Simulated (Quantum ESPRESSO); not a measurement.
# CaO(001): a series in the number of layers, part 4 of 12

What law, if any, do the results for CaO(001) follow against the number of layers?

Quantum ESPRESSO 7.5; plane-wave DFT, PBE, GBRV ultrasoft pseudopotentials.

So far. Step 2 (Relaxing cell and ions of the reference):  The last row is no step: it is a fresh SCF in the final cell with a new plane-wave basis, +0 meV from the row before. Step 4 (Relaxing the ions, 3 layers): The relaxation lowers the energy by 2 meV an atom.

### 5. Self-consistent run, 3 layers

A run with the dipole correction and no field is the reference.

File m0.f0.in:

```
&control
  prefix = 'm0.f0'
  outdir = './out'
  pseudo_dir = './pseudo'
  calculation = 'scf'
  tprnfor = .true.
  tefield = .true.
  dipfield = .true.
/
&system
  ibrav = 0
  nat = 6
  ntyp = 2
  ecutwfc = 40
  ecutrho = 200
  occupations = 'fixed'
  edir = 3
  emaxpos = 0.97
  eopreg = 0.04
  eamp = 0.0
  nbnd = 28
/
&electrons
  conv_thr = 1e-09
  mixing_beta = 0.4
  electron_maxstep = 120
  mixing_mode = 'plain'
/
ATOMIC_SPECIES
  Ca  40.0780  ca_pbe_v1.uspp.F.UPF
  O   15.9990  o_pbe_v1.2.uspp.F.UPF
CELL_PARAMETERS angstrom
  3.41506535100000 0.00000000000000 0.00000000000000
  0.00000000000000 3.41506535100000 0.00000000000000
  0.00000000000000 0.00000000000000 20.79532417249587
ATOMIC_POSITIONS crystal
  Ca  0.000000000000 0.000000000000 0.385546590000
  O   0.500000000000 0.500000000000 0.386160542900
  Ca  0.500000000000 0.500000000000 0.500000000000
  O   0.000000000000 0.000000000000 0.500000000000
  Ca  0.000000000000 0.000000000000 0.614453410000
  O   0.500000000000 0.500000000000 0.613839457100
K_POINTS automatic
  4 4 1 0 0 0
```

Launch:

```sh
$ OMP_NUM_THREADS=1 mpirun -n 4 pw.x -nk 1 -in m0.f0.in > m0.f0.out
```

What it wrote:

```text
[banner, memory and clock lines left out]
Program PWSCF v.7.5 starts
[citation notice left out]

[...]
bravais-lattice index     =            0
     lattice parameter (alat)  =       6.4535  a.u.
     unit-cell volume          =    1636.6670 (a.u.)^3
     number of atoms/cell      =            6
     number of atomic types    =            2
     number of electrons       =        48.00
     number of Kohn-Sham states=           28
     kinetic-energy cutoff     =      40.0000  Ry
     charge density cutoff     =     200.0000  Ry
     scf convergence threshold =      1.0E-09
     mixing beta               =       0.4000
     number of iterations used =            8  plain     mixing
     Exchange-correlation= SLA  PW   PBE  PBE
                           (   1   4   3   4   0   0   0)

[...]
PseudoPot. # 1 for Ca read from file:
     ./pseudo/ca_pbe_v1.uspp.F.UPF
     Pseudo is Ultrasoft + core correction, Zval = 10.0
     Generated by new atomic code, or converted to UPF format
     Using radial grid of  845 points,  6 beta functions with:
                l(1) =   0
                l(2) =   0
                l(3) =   1
                l(4) =   1
                l(5) =   2
                l(6) =   2
     Q(r) pseudized with  8 coefficients,  rinner =    1.500   1.500   1.500
                                                       1.500   1.500

     PseudoPot. # 2 for O  read from file:
     ./pseudo/o_pbe_v1.2.uspp.F.UPF
     Pseudo is Ultrasoft + core correction, Zval =  6.0
     Generated by new atomic code, or converted to UPF format
     Using radial grid of  737 points,  5 beta functions with:
                l(1) =   0
                l(2) =   0
                l(3) =   1
                l(4) =   1
                l(5) =   2
     Q(r) pseudized with  8 coefficients,  rinner =    0.900   0.900   0.900
                                                       0.900   0.900

     atomic species   valence    mass     pseudopotential
     Ca               10.00    40.07800     Ca( 1.00)
     O                 6.00    15.99900     O ( 1.00)

     No symmetry found

[...]
number of k points=    10
[...]
Dense  grid:    78329 G-vectors     FFT dimensions: (  30,  30, 180)

     Smooth grid:    55763 G-vectors     FFT dimensions: (  25,  25, 160)

     Check: negative core charge=   -0.000001

     Initial potential from superposition of free atoms

     starting charge      47.9836, renormalised to      48.0000

     negative rho (up, down):  1.309E-04 0.000E+00

     Adding external electric field

     Computed dipole along edir(3) :
        Dipole               -0.0000 Ry au,         -0.0000 Debye
        Dipole field         -0.0000 Ry au,

        Potential amp.        0.0000 Ry
        Total length         37.7256 bohr

     Starting wfcs are   42 randomized atomic wfcs

     per-process dynamical memory:    27.6 Mb

     Self-consistent Calculation

     iteration #  1     ecut=    40.00 Ry     beta= 0.40
     Davidson diagonalization with overlap
     ethr =  1.00E-02,  avg # of iterations =  2.0

     negative rho (up, down):  1.367E-04 0.000E+00

     Adding external electric field

     Computed dipole along edir(3) :
        Dipole                0.0008 Ry au,          0.0020 Debye
        Dipole field          0.0000 Ry au,

        Potential amp.       -0.0005 Ry
        Total length         37.7256 bohr

     total energy              =    -321.91087767 Ry
     estimated scf accuracy    <       2.00677805 Ry

     iteration #  2     ecut=    40.00 Ry     beta= 0.40
[...]
negative rho (up, down):  1.679E-04 0.000E+00

[...]
Dipole               -0.0006 Ry au,         -0.0016 Debye
[...]
total energy              =    -322.43575212 Ry
     estimated scf accuracy    <       0.33256212 Ry

     iteration #  3     ecut=    40.00 Ry     beta= 0.40
[...]
negative rho (up, down):  2.465E-04 0.000E+00

[...]
Dipole                0.0013 Ry au,          0.0034 Debye
[...]
total energy              =    -322.46436840 Ry
     estimated scf accuracy    <       0.03852990 Ry

     iteration #  4     ecut=    40.00 Ry     beta= 0.40
[...]
negative rho (up, down):  2.452E-04 0.000E+00

[...]
Dipole               -0.0013 Ry au,         -0.0032 Debye
[...]
total energy              =    -322.46696602 Ry
     estimated scf accuracy    <       0.01675191 Ry

     iteration #  5     ecut=    40.00 Ry     beta= 0.40
[...]
negative rho (up, down):  2.399E-04 0.000E+00

[...]
Dipole                0.0005 Ry au,          0.0013 Debye
[...]
total energy              =    -322.47151289 Ry
     estimated scf accuracy    <       0.00254261 Ry

     iteration #  6     ecut=    40.00 Ry     beta= 0.40
[...]
negative rho (up, down):  2.487E-04 0.000E+00

[...]
Dipole                0.0002 Ry au,          0.0006 Debye
[...]
total energy              =    -322.47155656 Ry
     estimated scf accuracy    <       0.00048383 Ry

[...]
iteration # 10     ecut=    40.00 Ry     beta= 0.40
[...]
negative rho (up, down):  2.522E-04 0.000E+00

[...]
Dipole               -0.0000 Ry au,         -0.0000 Debye
[...]
total energy              =    -322.47173898 Ry
     estimated scf accuracy    <       0.00000084 Ry

     iteration # 11     ecut=    40.00 Ry     beta= 0.40
[...]
negative rho (up, down):  2.526E-04 0.000E+00

[...]
Dipole               -0.0000 Ry au,         -0.0000 Debye
[...]
total energy              =    -322.47173924 Ry
     estimated scf accuracy    <       0.00000008 Ry

     iteration # 12     ecut=    40.00 Ry     beta= 0.40
[...]
negative rho (up, down):  2.529E-04 0.000E+00

[...]
Dipole                0.0000 Ry au,          0.0000 Debye
[...]
total energy              =    -322.47173925 Ry
     estimated scf accuracy    <       0.00000003 Ry

     iteration # 13     ecut=    40.00 Ry     beta= 0.40
[...]
negative rho (up, down):  2.533E-04 0.000E+00

[...]
Dipole               -0.0000 Ry au,         -0.0000 Debye
[...]
End of self-consistent calculation

          k = 0.0000 0.0000 0.0000 (  7071 PWs)   bands (ev):

   -38.1467 -38.1428 -37.5246 -19.4406 -19.4082 -19.0132 -19.0132 -19.0003
   -19.0003 -18.7014 -18.4799 -18.4799 -15.3081 -15.0234 -14.8051  -1.5179
    -1.1129  -0.4786  -0.4259  -0.4259  -0.0542  -0.0542   0.0675   0.0675
     2.8722   3.1760   3.8567   3.9818

          k = 0.0000 0.2500 0.0000 (  7009 PWs)   bands (ev):

   -38.1294 -38.1272 -37.5098 -19.5127 -19.4277 -19.3133 -19.3061 -18.9812
   -18.9742 -18.7350 -18.6021 -18.4576 -14.9204 -14.6928 -14.4937  -1.7131
    -1.6560  -1.0594  -0.9478  -0.8539  -0.8395  -0.5360  -0.4680  -0.4537
     3.6648   3.8622   4.7970   5.2560

[...]
highest occupied, lowest unoccupied level (ev):     0.0675    2.8722

!    total energy              =    -322.47173925 Ry
     estimated scf accuracy    <          9.5E-10 Ry

     The total energy is the sum of the following terms:
     one-electron contribution =   -2130.64204041 Ry
     hartree contribution      =    1075.06626879 Ry
     xc contribution           =     -58.01806807 Ry
     ewald contribution        =     791.12210043 Ry
     electric field correction =       0.00000000 Ry

     convergence has been achieved in  13 iterations

     negative rho (up, down):  2.533E-04 0.000E+00

     Forces acting on atoms (cartesian axes, Ry/au):

     atom    1 type  1   force =    -0.00000136    0.00000085    0.00000121
     atom    2 type  2   force =     0.00000048   -0.00000032   -0.00000542
     atom    3 type  1   force =     0.00000026   -0.00000017    0.00000190
     atom    4 type  2   force =     0.00000022   -0.00000010   -0.00000100
     atom    5 type  1   force =     0.00000011   -0.00000005   -0.00000078
     atom    6 type  2   force =     0.00000028   -0.00000021    0.00000410

     Total force =     0.000007     Total SCF correction =     0.000097
     SCF correction compared to forces is large: reduce conv_thr to get better values

[...]
```

It took 14 s on 4 MPI ranks of Arm Neoverse V1, shared host; peak memory 0.58 GiB.

Numbers from this step:

```
dipole along the normal              : 0 e·Å
valence top, on the run's zero       : 0.06750 eV
conduction bottom, on the run's zero : 2.872 eV
gap by band count                    : 2.805 eV
```

### 6. Electrostatic potential, 3 layers

plot_num = 11 writes the bare and Hartree potential, from which vacuum levels or, in a crystal, the mean potential are read.

File m0.f0.pot.in:

```
&inputpp
  prefix = 'm0.f0'
  outdir = './out'
  filplot = 'm0.f0.pot.dat'
  plot_num = 11
/
```

Launch:

```sh
$ OMP_NUM_THREADS=1 mpirun -n 4 pp.x -in m0.f0.pot.in > m0.f0.pot.out
```

What it wrote:

```text
[banner, memory and clock lines left out]
Program POST-PROC v.7.5 starts

          URL

     ./out/m0.f0.save/

     IMPORTANT: XC functional enforced from input :
     Exchange-correlation= PBE
                           (   1   4   3   4   0   0   0)
     Any further DFT definition will be discarded
     Please, verify this is what you really want

     Check: negative core charge=   -0.000001

     negative rho (up, down):  2.533E-04 0.000E+00

     Adding external electric field

     Computed dipole along edir(3) :
        Dipole               -0.0000 Ry au,         -0.0000 Debye
        Dipole field         -0.0000 Ry au,

        Potential amp.        0.0000 Ry
        Total length         37.7256 bohr

     Calling punch_plot, plot_num =  11

     Adding external electric field

     Computed dipole along edir(3) :
        Dipole               -0.0000 Ry au,         -0.0000 Debye
        Dipole field         -0.0000 Ry au,

        Potential amp.        0.0000 Ry
        Total length         37.7256 bohr

     Writing data to file  m0.f0.pot.dat
     Message from routine chdens:
     namelist plot not found or invalid, exiting
```

It took 0.95 s on 4 MPI ranks; peak memory 0.1 GiB; 3.5 s of CPU time.

Read from the output:

```
slope of the potential above                                          : 1.93e-4 eV/Å
upper vacuum line continued to the top atoms, over the valence top    : 4.048 eV
slope of the potential below                                          : -1.40e-4 eV/Å
lower vacuum line continued to the bottom atoms, over the valence top : 4.049 eV
vacuum level at the upper face over the valence top of the mesh       : 4.049 eV
vacuum level at the lower face over the valence top of the mesh       : 4.049 eV
```

Electrostatic potential energy of an electron, with the sawtooth; zero at the highest filled level of the SCF mesh. Potential energy, planar mean against z:

z (Å), potential energy, planar mean (eV) and a bar from the least value:
```
      0.0        4.0 ##############################
      0.5        4.0 ##############################
      1.0        4.0 ##############################
      1.5        4.0 ##############################
      2.0        4.0 ##############################
      2.5        4.0 ##############################
      3.0        4.0 ##############################
      3.5        4.0 ##############################
      4.0        4.0 ##############################
      4.5        4.0 ##############################
      5.0        4.0 ##############################
      5.5        4.0 ##############################
      6.0        3.9 ##############################
      6.5        3.6 #############################
      7.0        2.3 ###########################
      7.5       -4.3 #################
      8.0      -15.5 
      8.5       -5.6 ###############
      9.0        1.7 ##########################
      9.5        1.2 ##########################
     10.0       -7.8 ############
     10.5      -14.9 #
     11.0       -2.6 ####################
     11.5        2.0 ###########################
     12.0        0.1 ########################
     12.5      -11.4 ######
     13.0      -12.5 #####
     13.5       -0.3 #######################
     14.0        3.0 ############################
     14.5        3.8 ##############################
     15.0        4.0 ##############################
     15.5        4.0 ##############################
     16.0        4.0 ##############################
     16.5        4.0 ##############################
     17.0        4.0 ##############################
     17.5        4.0 ##############################
     18.0        4.0 ##############################
     18.5        4.0 ##############################
     19.0        4.0 ##############################
     19.5        4.0 ##############################
     20.0        4.0 ##############################
     20.5        4.0 ##############################
```

[end of part 4 of 12]

[Logs are printed without paths, hosts, clocks, repeated set-up lines and the standing remarks that a program may print on its own settings, such as how far it seeks lower states.]

[Hosts, paths, dates, database ids (printed as entryN), source tags and the programs' standing remarks are cut or masked in the printed files.]

[Maps of the electrostatic potential energy from Ansatz leave out the sawtooth potential of an applied field or a dipole correction, so their vacuum need not be flat; planar profiles and work functions include it.]
